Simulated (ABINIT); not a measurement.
# Ba2TaBiO6 (R-3): G0W0 with ABINIT, start to end

How does a plane-wave GW calculation on Ba2TaBiO6 (R-3) run from the first input to the gap?

Method: LDA and many-body steps on it, plane waves, in ABINIT 10.8.3.

## Step 1: Set-up

The structure is trigonal, space group R-3 (No. 148). The conventional cell has a = 6.151 Å, b = 6.151 Å, c = 14.869 Å, α = 90.00°, β = 90.00°, γ = 120.00°. Ba has 12 O at 2.76 to 3.40 Å nearest. Ta has 6 O at 2.01 Å nearest. Nearest to Bi lie 6 O at 2.36 Å. Nearest to O lie 1 Ta at 2.01 Å and 1 Bi at 2.36 Å and 4 Ba at 2.76 to 3.40 Å. Farther neighbours and most contacts between anions are not listed.

Structure file:

```cif
data_structure
_symmetry_space_group_name_H-M 'R-3:H'
_symmetry_Int_Tables_number 148
_cell_length_a 6.1513
_cell_length_b 6.1513
_cell_length_c 14.8687
_cell_angle_alpha 90.000
_cell_angle_beta 90.000
_cell_angle_gamma 120.000
_cell_volume 487.23
loop_
_atom_site_label
_atom_site_type_symbol
_atom_site_symmetry_multiplicity
_atom_site_Wyckoff_symbol
_atom_site_fract_x
_atom_site_fract_y
_atom_site_fract_z
_atom_site_occupancy
Ba1 Ba 6 c 0.33333 0.66667 0.41548 1
Ta1 Ta 3 b 0.33333 0.66667 0.16667 1
Bi1 Bi 3 a 0.00000 0.00000 0.00000 1
O1 O 18 f 0.63671 0.76677 0.08880 1
```

The cell and positions are those that the Materials Project relaxed with its own functionals (PBE, PBE+U or r2SCAN), kept fixed. Spin-orbit coupling is left out unless a step names it.

## Step 2: Ground state

This step: ABINIT 10.8.3; DFT, LDA, plane waves, norm-conserving pseudopotentials.

The ground-state density comes first.

Input file run.abi:

```
acell 3*1.0 Angstrom
rprim 
  3.075626834241 1.775713980676 4.956223105800
  -3.075626834241 1.775713980676 4.956223105800
  0.000000000000 -3.551427961352 4.956223105800
ntypat 4
znucl 56 73 83 8
natom 10
typat 1 1 2 3 4 4 4 4 4 4
xred 
  0.748816000000 0.748816000000 0.748816000000
  0.251184000000 0.251184000000 0.251184000000
  0.500000000000 0.500000000000 0.500000000000
  0.000000000000 0.000000000000 0.000000000000
  0.725510000000 0.218856000000 0.322035000000
  0.218856000000 0.322035000000 0.725510000000
  0.322035000000 0.725510000000 0.218856000000
  0.274490000000 0.781144000000 0.677965000000
  0.677965000000 0.274490000000 0.781144000000
  0.781144000000 0.677965000000 0.274490000000
pp_dirpath "pseudos"
pseudos "Ba.upf, Ta.upf, Bi.upf, O.upf"
ecut 62
ngkpt 4 4 4
nshiftk 1
shiftk 0 0 0
kptopt 1
chksymbreak 0
nband 62
occopt 1
tolvrs 1e-08
nstep 60
prtwf 0
optforces 0
optstress 0
indata_prefix "in"
outdata_prefix "out"
tmpdata_prefix "tmp"
```

Started as:

```
$ OMP_NUM_THREADS=1 mpirun -n 4 abinit run.abi > log
```

Numbers of over 12 decimals in the logs are rounded to 6 here.

What it wrote:

```text
.Version 10.8.3 of ABINIT. v10.8.2 released Aug 2026.

 Symmetries : space group R-3 (#148); Bravais hR (rhombohedral)
================================================================================
 Values of the parameters that define the memory need of the present run
     intxc =       0    ionmov =       0      iscf =       7    lmnmax =       8
     lnmax =       8     mgfft =      90  mpssoang =       4    mqgrid =    3360
     natom =      10  nloc_mem =       1    nspden =       1   nspinor =       1
    nsppol =       1      nsym =       6    n1xccc =    2501    ntypat =       4
    occopt =       1   xclevel =       1
-    mband =          62        mffmem =           1         mkmem =           4
       mpw =       25614          nfft =      729000          nkpt =          14
================================================================================
  Rough estimation (10% accuracy) of disk space for files :
================================================================================

--------------------------------------------------------------------------------
------------- Echo of variables that govern the present computation ------------
--------------------------------------------------------------------------------
 -outvars: echo values of preprocessed input variables --------
            acell      1.8897261259E+00  1.8897261259E+00  1.8897261259E+00 Bohr

      chksymbreak           0
             ecut      6.20000000E+01 Hartree
-          fftalg         312

              ixc       -1012
              kpt      0.00000000E+00  0.00000000E+00  0.00000000E+00
                       2.50000000E-01  0.00000000E+00  0.00000000E+00
                       5.00000000E-01  0.00000000E+00  0.00000000E+00
                       2.50000000E-01  2.50000000E-01  0.00000000E+00
                       5.00000000E-01  2.50000000E-01  0.00000000E+00
                      -2.50000000E-01  2.50000000E-01  0.00000000E+00
                       2.50000000E-01  5.00000000E-01  0.00000000E+00
                       5.00000000E-01  5.00000000E-01  0.00000000E+00
                       2.50000000E-01  2.50000000E-01  2.50000000E-01
                       5.00000000E-01  2.50000000E-01  2.50000000E-01
                      -2.50000000E-01  2.50000000E-01  2.50000000E-01
[...]
kptrlatt        4    0    0      0    4    0      0    0    4
          kptrlen      4.60887353E+01
P           mkmem           4
            natom          10
            nband          62
            ngfft          90      90      90
             nkpt          14
            nstep          60
             nsym           6
           ntypat           4
              occ      2.000000  2.000000  2.000000  2.000000  2.000000  2.000000
                       2.000000  2.000000  2.000000  2.000000  2.000000  2.000000
                       2.000000  2.000000  2.000000  2.000000  2.000000  2.000000
                       2.000000  2.000000  2.000000  2.000000  2.000000  2.000000
                       2.000000  2.000000  2.000000  2.000000  2.000000  2.000000
                       2.000000  2.000000  2.000000  2.000000  2.000000  2.000000
                       2.000000  2.000000  2.000000  2.000000  2.000000  2.000000
                       2.000000  2.000000  2.000000  2.000000  2.000000  2.000000
                       2.000000  2.000000  2.000000  2.000000  2.000000  0.000000
                       0.000000  0.000000  0.000000  0.000000  0.000000  0.000000
                       0.000000  0.000000
        optforces           0
        optstress           0
            prtwf           0
            rprim      3.0756268342E+00  1.7757139807E+00  4.9562231058E+00
[...]
spgroup         148

           tolvrs      1.00000000E-08

             xred      7.4881600000E-01  7.4881600000E-01  7.4881600000E-01
[...]
znucl       56.00000   73.00000   83.00000    8.00000

================================================================================

 chkinp: Checking input parameters for consistency.

================================================================================
== DATASET  1 ==================================================================
-   mpi_nproc: 4, omp_nthreads: 1 (-1 if OMP is not activated)

--- !DatasetInfo
iteration_state: {dtset: 1, }
dimensions: {natom: 10, nkpt: 14, mband: 62, nsppol: 1, nspinor: 1, nspden: 1, mpw: 25614, }
cutoff_energies: {ecut:  62.0, pawecutdg:  -1.0, }
electrons: {nelect:   1.06000000E+02, charge:   0.00000000E+00, occopt:   1.00000000E+00, tsmear:   1.00000000E-02, }

 Real(R)+Recip(G) space primitive vectors, cartesian coordinates (Bohr,Bohr^-1):
 R(1)=  5.8120924  3.3556131  9.3659043  G(1)=  0.0860275  0.0496680  0.0355901
 R(2)= -5.8120924  3.3556131  9.3659043  G(2)= -0.0860275  0.0496680  0.0355901
 R(3)=  0.0000000 -6.7112262  9.3659043  G(3)=  0.0000000 -0.0993360  0.0355901
 Unit cell volume ucvol=  1.0959869E+03 bohr^3
 Angles (23,13,12)=  6.05865505E+01  6.05865505E+01  6.05865505E+01 degrees

 getcut: wavevector=  0.0000  0.0000  0.0000  ngfft=  90  90  90
         ecut(hartree)=     62.000   => boxcut(ratio)=   2.20368

 getcut : COMMENT -
  Note that boxcut > 2.2 ; recall that boxcut=Gcut(box)/Gcut(sphere) = 2
  is sufficient for exact treatment of convolution.
[...]
--------------------------------------------------------------------------------

_setup2: Arith. and geom. avg. npw (full set) are   25555.234   25555.226

================================================================================

--- !BeginCycle
iteration_state: {dtset: 1, }
solver: {iscf: 7, nstep: 60, nline: 4, wfoptalg: 0, }
tolerances: {tolvrs: 1.00E-08, }

     iter   Etot(hartree)      deltaE(h)  residm     vres2
 ETOT  1  -633.30112189082    -6.333E+02 1.017E-01 1.028E+06
 ETOT  2  -396.99104635500     2.363E+02 1.017E+00 6.693E+06
 ETOT  3  -671.99382353092    -2.750E+02 1.636E+00 6.891E+05
 ETOT  4  -699.80453881593    -2.781E+01 1.509E-01 2.862E+05
 ETOT  5  -700.59596358479    -7.914E-01 4.311E-02 2.817E+05
 ETOT  6  -707.15501009033    -6.559E+00 9.821E-03 1.301E+05
 ETOT  7  -711.27755341681    -4.123E+00 1.246E-02 2.689E+04
 ETOT  8  -712.09201183049    -8.145E-01 1.300E-01 6.692E+03
 ETOT  9  -712.34430745255    -2.523E-01 1.316E-01 1.061E+03
 ETOT 10  -712.31783484521     2.647E-02 4.885E-02 2.507E+03
[...]
ETOT 19  -712.42683456379    -2.973E-07 6.849E-04 5.664E-04
 ETOT 20  -712.42683458610    -2.231E-08 2.864E-04 5.688E-06
 ETOT 21  -712.42683458643    -3.326E-10 2.665E-04 1.929E-07
 ETOT 22  -712.42683458647    -3.092E-11 1.031E-04 2.688E-08
 ETOT 23  -712.42683458649    -2.592E-11 9.678E-05 2.218E-09

 At SCF step   23       vres2   =  2.22E-09 < tolvrs=  1.00E-08 =>converged.

--- !ResultsGS
iteration_state: {dtset: 1, }
comment   : Summary of ground state results
lattice_vectors:
- [  5.8120924,   3.3556131,   9.3659043, ]
- [ -5.8120924,   3.3556131,   9.3659043, ]
- [  0.0000000,  -6.7112262,   9.3659043, ]
lattice_lengths: [  11.52218,   11.52218,   11.52218, ]
lattice_angles: [ 60.587,  60.587,  60.587, ] # degrees, (23, 13, 12)
lattice_volume:   1.0959869E+03
convergence: {deltae: -2.592E-11, res2:  2.218E-09, residm:  9.678E-05, diffor:  0.000E+00, }
etotal    :  -7.12426835E+02
entropy   :   0.00000000E+00
fermie    :   2.38607791E-01
cartesian_stress_tensor: null
pressure_GPa: null
xred      :
- [  7.4882E-01,   7.4882E-01,   7.4882E-01, Ba]
- [  2.5118E-01,   2.5118E-01,   2.5118E-01, Ba]
- [  5.0000E-01,   5.0000E-01,   5.0000E-01, Ta]
- [  0.0000E+00,   0.0000E+00,   0.0000E+00, Bi]
- [  7.2551E-01,   2.1886E-01,   3.2203E-01,  O]
- [  2.1886E-01,   3.2204E-01,   7.2551E-01,  O]
- [  3.2203E-01,   7.2551E-01,   2.1886E-01,  O]
- [  2.7449E-01,   7.8114E-01,   6.7797E-01,  O]
- [  6.7797E-01,   2.7449E-01,   7.8114E-01,  O]
- [  7.8114E-01,   6.7797E-01,   2.7449E-01,  O]
cartesian_forces: null
force_length_stats: {min: null, max: null, mean: null, }

 Integrated electronic density in atomic spheres:
 ------------------------------------------------
 Atom  Sphere_radius  Integrated_density
[...]
================================================================================

 ----iterations are completed or convergence reached----

 Mean square residual over all n,k,spin=   26.534E-08; max=  96.777E-06
 reduced coordinates (array xred) for   10 atoms
[...]
0.218856000000      0.322035000000      0.725510000000
       0.322035000000      0.725510000000      0.218856000000
       0.274490000000      0.781144000000      0.677965000000
       0.677965000000      0.274490000000      0.781144000000
       0.781144000000      0.677965000000      0.274490000000
 rms dE/dt=  0.0000E+00; max dE/dt=  0.0000E+00; dE/dt below (all hartree)
    1       0.000000000000      0.000000000000      0.000000000000
    2       0.000000000000      0.000000000000      0.000000000000
    3       0.000000000000      0.000000000000      0.000000000000
    4       0.000000000000      0.000000000000      0.000000000000
    5       0.000000000000      0.000000000000      0.000000000000
    6       0.000000000000      0.000000000000      0.000000000000
    7       0.000000000000      0.000000000000      0.000000000000
    8       0.000000000000      0.000000000000      0.000000000000
    9       0.000000000000      0.000000000000      0.000000000000
   10       0.000000000000      0.000000000000      0.000000000000

 cartesian coordinates (angstrom) at end:
[...]
6     -0.317340    -1.616129     6.276566
    7     -1.240939     1.082889     6.276566
    8     -1.558279    -0.533240     8.592103
    9      1.240939    -1.082889     8.592103
   10      0.317340     1.616129     8.592103
 length scales=  1.889726125908  1.889726125908  1.889726125908 bohr
              =  1.000000000000  1.000000000000  1.000000000000 angstroms
 prteigrs : about to open file out_EIG
 Fermi (or HOMO) energy (hartree) =   0.23861   Average Vxc (hartree)=  -0.41337
 Eigenvalues (hartree) for nkpt=  14  k points:
 kpt#   1, nband= 62, wtk=  0.01563, kpt=  0.0000  0.0000  0.0000 (reduced coord)
  -5.37875   -3.09880   -3.09837   -3.09837   -2.25986   -1.03126   -1.03082   -1.03082
  -0.72773   -0.72434   -0.57752   -0.57752   -0.57490   -0.57431   -0.57431   -0.48801
  -0.48633   -0.48633   -0.48629   -0.48617   -0.48617   -0.48594   -0.40422   -0.36823
  -0.36823   -0.35997   -0.35997   -0.35756   -0.19252   -0.18922   -0.18922   -0.18027
  -0.17843   -0.17843   -0.13678    0.08994    0.08994    0.09135    0.09135    0.09522
   0.10762    0.10782    0.10782    0.15646    0.16513    0.17101    0.17101    0.18294
   0.18294    0.18568    0.19523    0.19523    0.20975    0.35481    0.36153    0.36341
   0.36341    0.37370    0.37370    0.38560    0.38560    0.41729
 prteigrs : prtvol=0 or 1, do not print more k-points.

--- !EnergyTerms
iteration_state     : {dtset: 1, }
comment             : Components of total free energy in Hartree
kinetic             :  3.52197903733208E+02
hartree             :  2.58220253099606E+02
xc                  : -1.25551354581294E+02
Ewald energy        : -3.86739389870563E+02
psp_core            :  1.59598069574890E+01
local_psp           : -7.12814473807140E+02
non_local_psp       : -1.13699580117798E+02
total_energy        : -7.12426834586492E+02
total_energy_eV     : -1.93861217679346E+04
band_energy         : -5.74231076170028E+01

== END DATASET(S) ==============================================================
================================================================================

 -outvars: echo values of variables after computation  --------
           etotal     -7.1242683459E+02
            nband          62
             nkpt          14
          spgroup         148
 [... the other variables as echoed above ...]

 Calculation completed.
```

Wall time 23 min (4 MPI ranks of Intel Xeon Platinum 8124M at 3.00GHz (Skylake/Cascade Lake), shared host); peak memory 1.3 GiB; 1.6 h of CPU time.

This step gave:

- total energy: -19386.1218 eV
- gap: 2.549 eV
- k of the valence top: 0.5, 0.5, 0.5
- k of the conduction bottom: 0.5, 0, 0
- least direct gap: 2.577 eV

The gap is indirect, with the least direct gap 0.03 eV higher.

## Step 3: Empty states on the mesh, 2×2×2 mesh, 191 bands

The sums over transitions need many empty states on a uniform mesh; this step solves for them.

run.abi: that of step 2 with these lines changed.

```diff
@@ -23,3 +23,3 @@
 ecut 62
-ngkpt 4 4 4
+ngkpt 2 2 2
 nshiftk 1
@@ -28,9 +28,10 @@
 chksymbreak 0
-nband 62
-occopt 1
-tolvrs 1e-08
+iscf -2
+irdden 1
+istwfk *1
+nband 191
+nbdbuf 16
+tolwfr 1e-09
 nstep 60
-prtwf 0
-optforces 0
-optstress 0
+prtvol 0
 indata_prefix "in"
```

What it wrote:

```text
.Version 10.8.3 of ABINIT. v10.8.2 released Aug 2026.

 Symmetries : space group R-3 (#148); Bravais hR (rhombohedral)
[... echo of the input left out ...]
== DATASET  1 ==================================================================
-   mpi_nproc: 4, omp_nthreads: 1 (-1 if OMP is not activated)

--- !DatasetInfo
iteration_state: {dtset: 1, }
dimensions: {natom: 10, nkpt: 4, mband: 191, nsppol: 1, nspinor: 1, nspden: 1, mpw: 25587, }
cutoff_energies: {ecut:  62.0, pawecutdg:  -1.0, }
electrons: {nelect:   1.06000000E+02, charge:   0.00000000E+00, occopt:   1.00000000E+00, tsmear:   1.00000000E-02, }

 Real(R)+Recip(G) space primitive vectors, cartesian coordinates (Bohr,Bohr^-1):
 R(1)=  5.8120924  3.3556131  9.3659043  G(1)=  0.0860275  0.0496680  0.0355901
 R(2)= -5.8120924  3.3556131  9.3659043  G(2)= -0.0860275  0.0496680  0.0355901
 R(3)=  0.0000000 -6.7112262  9.3659043  G(3)=  0.0000000 -0.0993360  0.0355901
 Unit cell volume ucvol=  1.0959869E+03 bohr^3
 Angles (23,13,12)=  6.05865505E+01  6.05865505E+01  6.05865505E+01 degrees

 getcut: wavevector=  0.0000  0.0000  0.0000  ngfft=  90  90  90
         ecut(hartree)=     62.000   => boxcut(ratio)=   2.20368

 getcut : COMMENT -
  Note that boxcut > 2.2 ; recall that boxcut=Gcut(box)/Gcut(sphere) = 2
  is sufficient for exact treatment of convolution.
  Such a large boxcut is a waste : you could raise ecut
  e.g. ecut=   75.271300 Hartrees makes boxcut=2

--- Pseudopotential description ------------------------------------------------
- Ba Generated using ONCVPSP code by D. R. Hamann
- 56.00000  10.00000  180309                  znucl, zion, pspdat
12 -1012 2 -1 1912                            pspcod,pspxc,lmax,lloc,mmax
     nproj     2     2     2     0
  pspatm : epsatm=   25.95172157
         --- l  ekb(1:nproj) -->
             0    6.668455    0.685657
             1    5.046948    0.410312
             2    2.551809    0.419281
 pspatm: atomic psp has been read  and splines computed

- Ta Generated using ONCVPSP code by D. R. Hamann
- 73.00000  27.00000  180309                  znucl, zion, pspdat
12 -1012 3 -1 1432                            pspcod,pspxc,lmax,lloc,mmax
     nproj     2     2     2     2
  pspatm : epsatm=   47.13858445
         --- l  ekb(1:nproj) -->
[...]
pspatm: atomic psp has been read  and splines computed

- Bi Generated using ONCVPSP code by D. R. Hamann
- 83.00000  23.00000  180309                  znucl, zion, pspdat
12 -1012 2 -1 1454                            pspcod,pspxc,lmax,lloc,mmax
     nproj     2     2     2     0
  pspatm : epsatm=   28.50282335
         --- l  ekb(1:nproj) -->
[...]
pspatm: atomic psp has been read  and splines computed

- O Generated using ONCVPSP code by D. R. Hamann
-  8.00000   6.00000  201201                  znucl, zion, pspdat
12 -1012 2 -1 926                             pspcod,pspxc,lmax,lloc,mmax
[...]
-1.0308E+00 -1.0308E+00 -7.2773E-01 -7.2434E-01 -5.7752E-01 -5.7752E-01
 -5.7490E-01 -5.7431E-01 -5.7431E-01 -4.8801E-01 -4.8633E-01 -4.8633E-01
[...]
1.6726E+00  1.7057E+00  1.7121E+00  1.7121E+00  1.7379E+00  1.7379E+00
  1.7533E+00  1.7752E+00  1.7752E+00  1.7865E+00  1.7865E+00  1.8044E+00
  1.8122E+00  1.8262E+00  1.8265E+00  1.8445E+00  1.8604E+00
 prteigrs : prtvol=0 or 1, do not print more k-points.

--- !ResultsGS
iteration_state: {dtset: 1, }
comment   : Summary of ground state results
lattice_vectors:
- [  5.8120924,   3.3556131,   9.3659043, ]
- [ -5.8120924,   3.3556131,   9.3659043, ]
- [  0.0000000,  -6.7112262,   9.3659043, ]
lattice_lengths: [  11.52218,   11.52218,   11.52218, ]
lattice_angles: [ 60.587,  60.587,  60.587, ] # degrees, (23, 13, 12)
lattice_volume:   1.0959869E+03
convergence: {deltae:  0.000E+00, res2:  0.000E+00, residm:  9.991E-10, diffor:  0.000E+00, }
etotal    :  -7.12426835E+02
entropy   :   0.00000000E+00
fermie    :   2.38607791E-01
cartesian_stress_tensor: null
pressure_GPa: null
xred      :
- [  7.4882E-01,   7.4882E-01,   7.4882E-01, Ba]
- [  2.5118E-01,   2.5118E-01,   2.5118E-01, Ba]
- [  5.0000E-01,   5.0000E-01,   5.0000E-01, Ta]
- [  0.0000E+00,   0.0000E+00,   0.0000E+00, Bi]
- [  7.2551E-01,   2.1886E-01,   3.2203E-01,  O]
- [  2.1886E-01,   3.2204E-01,   7.2551E-01,  O]
- [  3.2203E-01,   7.2551E-01,   2.1886E-01,  O]
- [  2.7449E-01,   7.8114E-01,   6.7797E-01,  O]
- [  6.7797E-01,   2.7449E-01,   7.8114E-01,  O]
- [  7.8114E-01,   6.7797E-01,   2.7449E-01,  O]
cartesian_forces: null
force_length_stats: {min: null, max: null, mean: null, }

 Integrated electronic density in atomic spheres:
 ------------------------------------------------
 Atom  Sphere_radius  Integrated_density
[...]
================================================================================

 ----iterations are completed or convergence reached----

 Mean square residual over all n,k,spin=   52.310E-11; max=  99.907E-11
 reduced coordinates (array xred) for   10 atoms
[...]
0.677965000000      0.274490000000      0.781144000000
       0.781144000000      0.677965000000      0.274490000000

 cartesian coordinates (angstrom) at end:
    1     -0.000000     0.000000    11.133897
    2     -0.000000    -0.000000     3.734772
    3      0.000000     0.000000     7.434335
[...]
9      1.240939    -1.082889     8.592103
   10      0.317340     1.616129     8.592103
 length scales=  1.889726125908  1.889726125908  1.889726125908 bohr
              =  1.000000000000  1.000000000000  1.000000000000 angstroms
 prteigrs : about to open file out_EIG
 Eigenvalues (hartree) for nkpt=   4  k points:
 kpt#   1, nband=191, wtk=  0.12500, kpt=  0.0000  0.0000  0.0000 (reduced coord)
[...]
1.64042    1.65958    1.65958    1.66348    1.66565    1.67261    1.67261    1.70566
   1.71206    1.71206    1.73793    1.73793    1.75330    1.77520    1.77520    1.78650
   1.78651    1.80439    1.81221    1.82623    1.82653    1.84447    1.86037
 prteigrs : prtvol=0 or 1, do not print more k-points.

== END DATASET(S) ==============================================================
================================================================================

 -outvars: echo values of variables after computation  --------
            nband         191
             nkpt           4
          spgroup         148
 [... the other variables as echoed above ...]

 Calculation completed.
```

Wall time 7.1 min (4 MPI ranks); peak memory 0.97 GiB.

This step gave:

- gap: 2.549 eV
- k of the valence top: 0.5, 0.5, 0.5
- k of the conduction bottom: 0.5, 0, 0
- least direct gap: 2.577 eV
- k points computed: 4
- lowest point of the top converged band, above the valence top: 39.02 eV

On this mesh the gap is 2.549 eV.

(Continued in part 2 of 2.)

[Paths, hosts, dates, memory and timing lines, banners, echoed tables and standing remarks are left out of the program output.]

[Logs are printed without paths, hosts, clocks, repeated set-up lines and the standing remarks that a program may print on its own settings, such as how far it seeks lower states.]

[Runs of the session that timed out or met a known fault of the program may be left out.]

[Hosts, paths, dates, database ids (printed as entryN), source tags and the programs' standing remarks are cut or masked in the printed files.]

[G0W0 gaps are taken among the corrected bands and points alone; a level outside them can change the order at an edge.]

[Where Ansatz stands beside ABINIT at settings called matched, ABINIT's density can come from a denser mesh and the files from another edition; pairs whose starting gaps differed by over 0.03 eV were left out, so agreement reads better than it is.]
